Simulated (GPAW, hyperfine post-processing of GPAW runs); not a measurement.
# Reading the 25Mg spectrum of MgMn3HO6

Calculated values: DFT, revPBE+U, plane-wave PAW, GPAW setups, collinear spin, scalar-relativistic (GPAW), contact and point-dipole shifts scaled to 330 K with Θ = 0 K (a pure Curie law); spin-only moments, above the ordering temperature.

```
Mn Mg O H
1.0
     2.88717    0.00000    0.00000
     0.00499    5.28577    0.00000
     1.44167    1.63268    8.52725
Mn Mg O H
3 1 6 1
Direct
  0.64548 0.53329 0.66692
  0.30885 0.48509 0.34197
  0.97989 0.97688 0.99899
  0.97794 0.47713 0.00272
  0.74280 0.32840 0.47500
  0.20351 0.75011 0.54977
  0.87886 0.62672 0.20176
  0.08413 0.36124 0.79010
  0.44604 0.18571 0.06663
  0.51736 0.77390 0.92370
  0.20565 0.93768 0.54293
```

25Mg MAS at 7.05 T (18.4 MHz), 20 kHz, 330 K; contact and dipolar shift alone, no orbital or quadrupolar part; lines under 1.5 % of the strongest are left out. NMR lines, with heights relative to the strongest:

| position (ppm) | intensity |
| --- | --- |
| 1588.8 | 4.6 |
| 2676.5 | 31 |
| 3764.1 | 100 |
| 4851.8 | 25 |
| 5939.4 | 7.3 |

**Question.** Which lines are isotropic ones rather than spinning sidebands, and which Mg atoms give them?

Sidebands are spaced by 1088 ppm (the spinning rate over the resonance of 18.4 MHz). An isotropic line need not be the tallest: it is the area-weighted centre of its own family of sidebands, and the one that stays put when the rate is changed. Isotropic shifts: 3764 ppm for atom 4 (10 Mn through links of 75 to 81° (5), 108 to 112° (4) and 142 to 148° (4)), reduced anisotropy 1897 ppm.

[Logs are printed without paths, hosts, clocks, repeated set-up lines and the standing remarks that a program may print on its own settings, such as how far it seeks lower states.]

[Hosts, paths, dates, database ids (printed as entryN), source tags and the programs' standing remarks are cut or masked in the printed files.]
